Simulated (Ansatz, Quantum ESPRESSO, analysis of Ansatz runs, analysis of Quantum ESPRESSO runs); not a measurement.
## U centre (hydride ion on a halide site) in LiF: local vibrational mode against experiment (Quantum ESPRESSO)

Subject: U centre (hydride ion on a halide site) in LiF. Wanted: its local vibrational mode, in one set-up (PBE, GBRV 1.5 PBE, 64-site cell, PBE lattice, k: the zone centre alone, the defect atoms alone displaced, start relaxed with Ansatz). The model is a cell of 64 host atoms with 1 F taken out and 1 H put in. The frequencies come from the force constants of the defect atoms alone, with every neighbour held at rest.

What was measured. Threefold local mode of H-: 1024 cm⁻¹, by infrared absorption (4.2-77 K) (quoted in “Electronic Absorption and Internal and External Vibrational Data of Atomic and Molecular Ions Doped in Alkali Halide Crystals (NSRDS-NBS 52)”, 1974, S. C. Jain, A. V. R. Warrier, S. K. Agarwal, quoting earlier work (1969)). Threefold local mode of D-: 746 cm⁻¹, by infrared absorption (4.2-77 K) (quoted in “Electronic Absorption and Internal and External Vibrational Data of Atomic and Molecular Ions Doped in Alkali Halide Crystals (NSRDS-NBS 52)”, 1974, S. C. Jain, A. V. R. Warrier, S. K. Agarwal, quoting earlier work (1969)). The calculation is set beside it at the end.

Method: Quantum ESPRESSO plane-wave DFT, PBE, GBRV 1.5 PBE potentials; relaxation of all atoms of a defect supercell, in Quantum ESPRESSO 7.5.

## 1. Starting point

The cell holds 64 atoms: 32 Li, 31 F and 1 H. Cell: a = 8.131 Å, b = 8.131 Å, c = 8.131 Å, α = 90.0°, β = 90.0°, γ = 90.0°. It derives from LiF (space group Fm-3m). Nearest the centre at fractional (0.250, 0.500, 0.500): H31 at 0.00 Å, Li12 at 2.04 Å, Li19 at 2.04 Å, Li25 at 2.04 Å, Li28 at 2.04 Å, Li27 at 2.04 Å, Li57 at 2.04 Å, F32 at 2.87 Å.

The host's primitive cell comes from a first run (Quantum ESPRESSO plane-wave DFT, PBE, GBRV 1.5 PBE potentials; relaxation of cell and atoms of a defect-free cell): vectors of 2.875, 2.875 and 2.875 Å. That is 8.40 Å³ an atom, 2.8 % over the diffraction cell's volume. The supercell is built on it.

This program's steps are dear, so the start below was first relaxed with Ansatz (plane-wave PAW DFT, PBE; 4 s).

## 2. Relaxation, charge 0

Every later number rests on the structure around the defect, so the atoms are relaxed at the host's lattice first.

Input file pw.in:

```
&CONTROL
  calculation = 'relax'
  prefix = 'pwscf'
  outdir = './tmp'
  pseudo_dir = './pseudo'
  tprnfor = .true.
  disk_io = 'low'
  nstep = 70
  forc_conv_thr = 0.00039
  etot_conv_thr = 0.0001
/
&SYSTEM
  ibrav = 0
  nat = 64
  ntyp = 3
  ecutwfc = 45
  ecutrho = 360
  nbnd = 161
  occupations = 'smearing'
  smearing = 'fd'
  degauss = 0.00073499
/
&ELECTRONS
  conv_thr = 6d-08
  electron_maxstep = 100
  mixing_beta = 0.5
/
&IONS
  ion_dynamics = 'bfgs'
/
ATOMIC_SPECIES
Li     6.9400 li_pbe_v1.4.uspp.F.UPF
F     18.9984 f_pbe_v1.4.uspp.F.UPF
H      1.0080 h_pbe_v1.4.uspp.F.UPF
CELL_PARAMETERS angstrom
   8.1305150920    0.0000000000    0.0000000000
   0.0000000000    8.1305150920    0.0000000000
   0.0000000000    0.0000000000    8.1305150920
ATOMIC_POSITIONS crystal
Li     0.0000006982    0.0000000000    0.0000000000
Li     0.0000370048    0.2500370048    0.2500370048
Li     0.2500000000    0.0000000000    0.2500425554
Li     0.2500000000    0.2500425554    0.0000000000
F      0.0000141557    0.0000000000    0.2500141557
F      0.0000141557    0.2500141557    0.0000000000
F      0.2500000000    0.0000000000    0.0000000000
F      0.2500000000    0.2500556999    0.2500556999
Li     0.0000425554    0.0000000000    0.5000000000
Li     0.0000370048    0.2500370048    0.7499629952
Li     0.2500000000    0.0000000000    0.7499574446
Li     0.2500000000    0.2496262685    0.5000000000
F      0.0000141557    0.0000000000    0.7499858443
F      0.0000556999    0.2500556999    0.5000000000
F      0.2500000000    0.0000000000    0.5000000000
F      0.2500000000    0.2500556999    0.7499443001
Li     0.0000425554    0.5000000000    0.0000000000
Li     0.0000370048    0.7499629952    0.2500370048
Li     0.2500000000    0.5000000000    0.2496262685
Li     0.2500000000    0.7499574446    0.0000000000
F      0.0000556999    0.5000000000    0.2500556999
F      0.0000141557    0.7499858443    0.0000000000
F      0.2500000000    0.5000000000    0.0000000000
F      0.2500000000    0.7499443001    0.2500556999
Li    -0.0003737315    0.5000000000    0.5000000000
Li     0.0000370048    0.7499629952    0.7499629952
Li     0.2500000000    0.5000000000    0.7503737315
Li     0.2500000000    0.7503737315    0.5000000000
F      0.0000556999    0.5000000000    0.7499443001
F      0.0000556999    0.7499443001    0.5000000000
H      0.2500000000    0.5000000000    0.5000000000
F      0.2500000000    0.7499443001    0.7499443001
Li     0.4999993018    0.0000000000    0.0000000000
Li     0.4999629952    0.2500370048    0.2500370048
Li     0.7500000000    0.0000000000    0.2500006982
Li     0.7500000000    0.2500006982    0.0000000000
F      0.4999858443    0.0000000000    0.2500141557
F      0.4999858443    0.2500141557    0.0000000000
F      0.7500000000    0.0000000000    0.0000000000
F      0.7500000000    0.2500141557    0.2500141557
Li     0.4999574446    0.0000000000    0.5000000000
Li     0.4999629952    0.2500370048    0.7499629952
Li     0.7500000000    0.0000000000    0.7499993018
Li     0.7500000000    0.2500425554    0.5000000000
F      0.4999858443    0.0000000000    0.7499858443
F      0.4999443001    0.2500556999    0.5000000000
F      0.7500000000    0.0000000000    0.5000000000
F      0.7500000000    0.2500141557    0.7499858443
Li     0.4999574446    0.5000000000    0.0000000000
Li     0.4999629952    0.7499629952    0.2500370048
Li     0.7500000000    0.5000000000    0.2500425554
Li     0.7500000000    0.7499993018    0.0000000000
F      0.4999443001    0.5000000000    0.2500556999
F      0.4999858443    0.7499858443    0.0000000000
F      0.7500000000    0.5000000000    0.0000000000
F      0.7500000000    0.7499858443    0.2500141557
Li     0.5003737315    0.5000000000    0.5000000000
Li     0.4999629952    0.7499629952    0.7499629952
Li     0.7500000000    0.5000000000    0.7499574446
Li     0.7500000000    0.7499574446    0.5000000000
F      0.4999443001    0.5000000000    0.7499443001
F      0.4999443001    0.7499443001    0.5000000000
F      0.7500000000    0.5000000000    0.5000000000
F      0.7500000000    0.7499858443    0.7499858443
K_POINTS gamma
```

Launch:

```
$ OMP_NUM_THREADS=1 mpirun -n 4 pw.x -in pw.in > pw.out
```

What it wrote:

```text
This program is part of the open-source Quantum ESPRESSO suite
     for quantum simulation of materials; please cite
         "P. Giannozzi et al., J. Phys.:Condens. Matter 21 395502 (2009);
         "P. Giannozzi et al., J. Phys.:Condens. Matter 29 465901 (2017);
         "P. Giannozzi et al., J. Chem. Phys. 152 154105 (2020);
          URL
     in publications or presentations arising from this work. More details at

     gamma-point specific algorithms are used
     Message from routine setup:
     using ibrav=0 with symmetry is DISCOURAGED, use correct ibrav instead

     Subspace diagonalization in iterative solution of the eigenvalue problem:
     one sub-group per band group will be used
     scalapack distributed-memory algorithm (size of sub-group:  2*  2 procs)

     --------------------
     sticks:   dense  smooth     PW     G-vecs:    dense   smooth      PW
     Min        1689     846    211               104585    37022    4652
     Max        1694     848    216               104592    37024    4655
     Sum        6769    3389    853               418349   148093   18613

     Using Slab Decomposition

     bravais-lattice index     =            0
     lattice parameter (alat)  =      15.3644  a.u.
     unit-cell volume          =    3627.0269 (a.u.)^3
     number of atoms/cell      =           64
     number of atomic types    =            3
     number of electrons       =       314.00
     number of Kohn-Sham states=          161
     kinetic-energy cutoff     =      45.0000  Ry
     charge density cutoff     =     360.0000  Ry
     scf convergence threshold =      6.0E-08
     mixing beta               =       0.5000
     number of iterations used =            8  plain     mixing
     energy convergence thresh.=      1.0E-04
     force convergence thresh. =      3.9E-04
     Exchange-correlation=  SLA  PW   PBX  PBC
                           (   1   4   3   4   0   0   0)
     nstep                     =           70

     celldm(1)=  15.364447  celldm(2)=   0.000000  celldm(3)=   0.000000
     celldm(4)=   0.000000  celldm(5)=   0.000000  celldm(6)=   0.000000

     crystal axes: (cart. coord. in units of alat)
               a(1) = (   1.000000   0.000000   0.000000 )
               a(2) = (   0.000000   1.000000   0.000000 )
               a(3) = (   0.000000   0.000000   1.000000 )

     reciprocal axes: (cart. coord. in units 2 pi/alat)
               b(1) = (  1.000000  0.000000  0.000000 )
               b(2) = (  0.000000  1.000000  0.000000 )
               b(3) = (  0.000000  0.000000  1.000000 )

     PseudoPot. # 1 for Li read from file:
     li_pbe_v1.4.uspp.F.UPF
     Pseudo is Ultrasoft, Zval =  3.0
     Generated by new atomic code, or converted to UPF format
     Using radial grid of  751 points,  5 beta functions with:
                l(1) =   0
                l(2) =   0
                l(3) =   0
                l(4) =   1
                l(5) =   1
     Q(r) pseudized with 10 coefficients,  rinner =    1.150   1.150   1.150

     PseudoPot. # 2 for F  read from file:
     f_pbe_v1.4.uspp.F.UPF
     Pseudo is Ultrasoft, Zval =  7.0
     Generated by new atomic code, or converted to UPF format
     Using radial grid of  799 points,  4 beta functions with:
                l(1) =   0
                l(2) =   0
                l(3) =   1
                l(4) =   1
     Q(r) pseudized with  8 coefficients,  rinner =    0.950   0.950   0.950

     PseudoPot. # 3 for H  read from file:
     h_pbe_v1.4.uspp.F.UPF
     Pseudo is Ultrasoft, Zval =  1.0
     Generated by new atomic code, or converted to UPF format
     Using radial grid of  615 points,  2 beta functions with:
                l(1) =   0
                l(2) =   0
     Q(r) pseudized with  8 coefficients,  rinner =    0.700

     atomic species   valence    mass     pseudopotential
     Li                3.00     6.94000     Li( 1.00)
     F                 7.00    18.99840     F ( 1.00)
     H                 1.00     1.00800     H ( 1.00)

     48 Sym. Ops., with inversion, found (40 have fractional translation)

   Cartesian axes

     site n.     atom                  positions (alat units)
         1        Li     tau(   1) = (   0.0000007   0.0000000   0.0000000  )
         2        Li     tau(   2) = (   0.0000370   0.2500370   0.2500370  )
         3        Li     tau(   3) = (   0.2500000   0.0000000   0.2500426  )
         4        Li     tau(   4) = (   0.2500000   0.2500426   0.0000000  )
         5        F      tau(   5) = (   0.0000142   0.0000000   0.2500142  )
         6        F      tau(   6) = (   0.0000142   0.2500142   0.0000000  )
         7        F      tau(   7) = (   0.2500000   0.0000000   0.0000000  )
         8        F      tau(   8) = (   0.2500000   0.2500557   0.2500557  )
         9        Li     tau(   9) = (   0.0000426   0.0000000   0.5000000  )
        10        Li     tau(  10) = (   0.0000370   0.2500370   0.7499630  )
        11        Li     tau(  11) = (   0.2500000   0.0000000   0.7499574  )
        12        Li     tau(  12) = (   0.2500000   0.2496263   0.5000000  )
        13        F      tau(  13) = (   0.0000142   0.0000000   0.7499858  )
        14        F      tau(  14) = (   0.0000557   0.2500557   0.5000000  )
        15        F      tau(  15) = (   0.2500000   0.0000000   0.5000000  )
        16        F      tau(  16) = (   0.2500000   0.2500557   0.7499443  )
        17        Li     tau(  17) = (   0.0000426   0.5000000   0.0000000  )
        18        Li     tau(  18) = (   0.0000370   0.7499630   0.2500370  )
        19        Li     tau(  19) = (   0.2500000   0.5000000   0.2496263  )
        20        Li     tau(  20) = (   0.2500000   0.7499574   0.0000000  )
        21        F      tau(  21) = (   0.0000557   0.5000000   0.2500557  )
        22        F      tau(  22) = (   0.0000142   0.7499858   0.0000000  )
        23        F      tau(  23) = (   0.2500000   0.5000000   0.0000000  )
        24        F      tau(  24) = (   0.2500000   0.7499443   0.2500557  )
        25        Li     tau(  25) = (  -0.0003737   0.5000000   0.5000000  )
        26        Li     tau(  26) = (   0.0000370   0.7499630   0.7499630  )
        27        Li     tau(  27) = (   0.2500000   0.5000000   0.7503737  )
        28        Li     tau(  28) = (   0.2500000   0.7503737   0.5000000  )
        29        F      tau(  29) = (   0.0000557   0.5000000   0.7499443  )
        30        F      tau(  30) = (   0.0000557   0.7499443   0.5000000  )
        31        H      tau(  31) = (   0.2500000   0.5000000   0.5000000  )
[...]
internal energy E=F+TS    =   -1979.99669064 Ry

     The total energy is F=E-TS. E is the sum of the following terms:
     one-electron contribution =    -891.66699716 Ry
     hartree contribution      =     566.19625639 Ry
     xc contribution           =    -404.81712761 Ry
     ewald contribution        =   -1249.70882226 Ry

     convergence has been achieved in   2 iterations

     Forces acting on atoms (cartesian axes, Ry/au):

[...]
Total force =     0.001739     Total SCF correction =     0.000383
     SCF correction compared to forces is large: reduce conv_thr to get better values
     Energy error            =      3.7E-06 Ry
     Gradient error          =      5.6E-04 Ry/Bohr

     number of scf cycles    =   2
     number of bfgs steps    =   1

     energy             old  =   -1979.9966869090 Ry
     energy             new  =   -1979.9966906412 Ry

     CASE: energy            _new < energy            _old

     WARNING: bfgs curvature condition failed, Theta= 0.918
     new trust radius        =       0.0007093781 bohr
     new conv_thr            =       0.0000000006 Ry

ATOMIC_POSITIONS (crystal)
[...]
NEW-OLD atomic charge density approx. for the potential

     Self-consistent Calculation

     iteration #  1     ecut=    45.00 Ry     beta= 0.50
     Davidson diagonalization with overlap
     ethr =  1.00E-06,  avg # of iterations =  2.0

     Threshold (ethr) on eigenvalues was too large:
     Diagonalizing with lowered threshold

     Davidson diagonalization with overlap
     ethr =  2.96E-11,  avg # of iterations =  5.0

     total energy              =   -1979.99669421 Ry
     estimated scf accuracy    <       0.00000012 Ry

     iteration #  2     ecut=    45.00 Ry     beta= 0.50
     Davidson diagonalization with overlap
     ethr =  3.97E-11,  avg # of iterations =  2.0

     total energy              =   -1979.99669424 Ry
     estimated scf accuracy    <       0.00000001 Ry

     iteration #  3     ecut=    45.00 Ry     beta= 0.50
     Davidson diagonalization with overlap
     ethr =  4.06E-12,  avg # of iterations =  2.0

     End of self-consistent calculation

          k = 0.0000 0.0000 0.0000 (  9307 PWs)   bands (ev):

[...]
10.8488

     the Fermi energy is     4.5171 ev

!    total energy              =   -1979.99669424 Ry
     estimated scf accuracy    <          5.9E-10 Ry
     smearing contrib. (-TS)   =       0.00000000 Ry
     internal energy E=F+TS    =   -1979.99669424 Ry

     The total energy is F=E-TS. E is the sum of the following terms:
     one-electron contribution =    -891.67263810 Ry
     hartree contribution      =     566.19996760 Ry
     xc contribution           =    -404.81781542 Ry
     ewald contribution        =   -1249.70620833 Ry

     convergence has been achieved in   3 iterations

     Forces acting on atoms (cartesian axes, Ry/au):

[...]
Total force =     0.001533     Total SCF correction =     0.000068
     Energy error            =      3.6E-06 Ry
     Gradient error          =      4.7E-04 Ry/Bohr

     number of scf cycles    =   3
     number of bfgs steps    =   2

     energy             old  =   -1979.9966906412 Ry
     energy             new  =   -1979.9966942441 Ry

     CASE: energy            _new < energy            _old

     new trust radius        =       0.0010640672 bohr
     new conv_thr            =       0.0000000006 Ry

ATOMIC_POSITIONS (crystal)
[...]
NEW-OLD atomic charge density approx. for the potential

     Self-consistent Calculation

     iteration #  1     ecut=    45.00 Ry     beta= 0.50
     Davidson diagonalization with overlap
     ethr =  1.00E-06,  avg # of iterations =  2.0

     Threshold (ethr) on eigenvalues was too large:
     Diagonalizing with lowered threshold

     Davidson diagonalization with overlap
     ethr =  7.73E-11,  avg # of iterations =  6.0

     total energy              =   -1979.99669885 Ry
     estimated scf accuracy    <       0.00000020 Ry

     iteration #  2     ecut=    45.00 Ry     beta= 0.50
     Davidson diagonalization with overlap
     ethr =  6.42E-11,  avg # of iterations =  2.0

     total energy              =   -1979.99669888 Ry
     estimated scf accuracy    <       0.00000001 Ry

     iteration #  3     ecut=    45.00 Ry     beta= 0.50
     Davidson diagonalization with overlap
     ethr =  3.71E-12,  avg # of iterations =  4.0

     total energy              =   -1979.99669888 Ry
     estimated scf accuracy    <          8.3E-10 Ry

     iteration #  4     ecut=    45.00 Ry     beta= 0.50
     Davidson diagonalization with overlap
     ethr =  2.64E-13,  avg # of iterations =  3.0

     End of self-consistent calculation

          k = 0.0000 0.0000 0.0000 (  9307 PWs)   bands (ev):

[...]
-0.8465  -0.8190  -0.8190  -0.8190  -0.7359  -0.7359  -0.7359  -0.7348
    -0.7348  -0.7348  -0.7326  -0.7326  -0.7326  -0.5616  -0.5616  -0.5616
    -0.4186  -0.4186  -0.4186  -0.3351  -0.3351  -0.3351  -0.2322  -0.2306
    -0.2306  -0.1315  -0.1315  -0.1315   0.0471   0.0471   0.0471   0.0503
     0.0503   0.0503   0.0515   0.0515   0.0515   0.1625   0.1625   0.1625
     0.3009   0.3009   0.3009   0.3037   0.3045   0.3045   0.3045   0.3051
     0.3051   0.3126   0.3126   0.3126   0.3205   0.3205   0.3205   0.3205
     0.3205   0.5165   0.5165   0.5165   2.6099   9.5143  10.8508  10.8508
    10.8508

     the Fermi energy is     4.5189 ev

!    total energy              =   -1979.99669888 Ry
     estimated scf accuracy    <          1.6E-10 Ry
     smearing contrib. (-TS)   =       0.00000000 Ry
     internal energy E=F+TS    =   -1979.99669888 Ry

     The total energy is F=E-TS. E is the sum of the following terms:
     one-electron contribution =    -891.67745327 Ry
     hartree contribution      =     566.20130637 Ry
     xc contribution           =    -404.81797534 Ry
     ewald contribution        =   -1249.70257665 Ry

     convergence has been achieved in   4 iterations

     Forces acting on atoms (cartesian axes, Ry/au):

[...]
atom   57 type  1   force =     0.00033938    0.00000000    0.00000000
     atom   58 type  1   force =    -0.00016597   -0.00016597   -0.00016597
     atom   59 type  1   force =     0.00000000    0.00000000    0.00001930
     atom   60 type  1   force =    -0.00000000    0.00001930    0.00000000
     atom   61 type  2   force =    -0.00002930    0.00000000   -0.00002930
     atom   62 type  2   force =    -0.00002930   -0.00002930    0.00000000
     atom   63 type  2   force =     0.00000000    0.00000000    0.00000000
     atom   64 type  2   force =     0.00000000   -0.00006799   -0.00006799

     Total force =     0.001221     Total SCF correction =     0.000027
     Energy error            =      4.6E-06 Ry
     Gradient error          =      3.4E-04 Ry/Bohr

     bfgs converged in   4 scf cycles and   3 bfgs steps
     (criteria: energy <  1.0E-04 Ry, force <  3.9E-04 Ry/Bohr)

     End of BFGS Geometry Optimization

     Final energy             =   -1979.9966988837 Ry

     File ./tmp/pwscf.bfgs deleted, as requested
Begin final coordinates

ATOMIC_POSITIONS (crystal)
[...]
Li               0.5005311296        0.5000000000        0.5000000000
Li               0.4999086922        0.7499086922        0.7499086922
Li               0.7500000000        0.5000000000        0.7499517270
Li               0.7500000000        0.7499517270        0.5000000000
F                0.4999198486        0.5000000000        0.7499198486
F                0.4999198486        0.7499198486        0.5000000000
F                0.7500000000        0.5000000000        0.5000000000
F                0.7500000000        0.7499666213        0.7499666213
End final coordinates

=------------------------------------------------------------------------------=
   JOB DONE.
=------------------------------------------------------------------------------=
```

The job ended after 37 s (4 MPI ranks of Arm Neoverse V1, shared host; peak memory 0.94 GiB).

No atom moved by 0.005 Å in the relaxation.

Neighbours of H31 at the end:

```
atom  distance (Å)
Li12         2.037
Li19         2.037
Li25         2.037
Li28         2.037
Li27         2.037
Li57         2.037
 F14         2.874
 F21         2.874
 F53         2.874
 F46         2.874
  F8         2.874
 F29         2.874
 F24         2.874
 F30         2.874
 F16         2.874
 F61         2.874
```

[end of part 1 of 2]

[Logs are printed without paths, hosts, clocks, repeated set-up lines and the standing remarks that a program may print on its own settings, such as how far it seeks lower states.]

[Hosts, paths, dates, database ids (printed as entryN), source tags and the programs' standing remarks are cut or masked in the printed files.]

[For some hosts the program warned that the k-mesh of the response run may be too coarse for force constants and the static dielectric constant; such warnings are not shown here.]
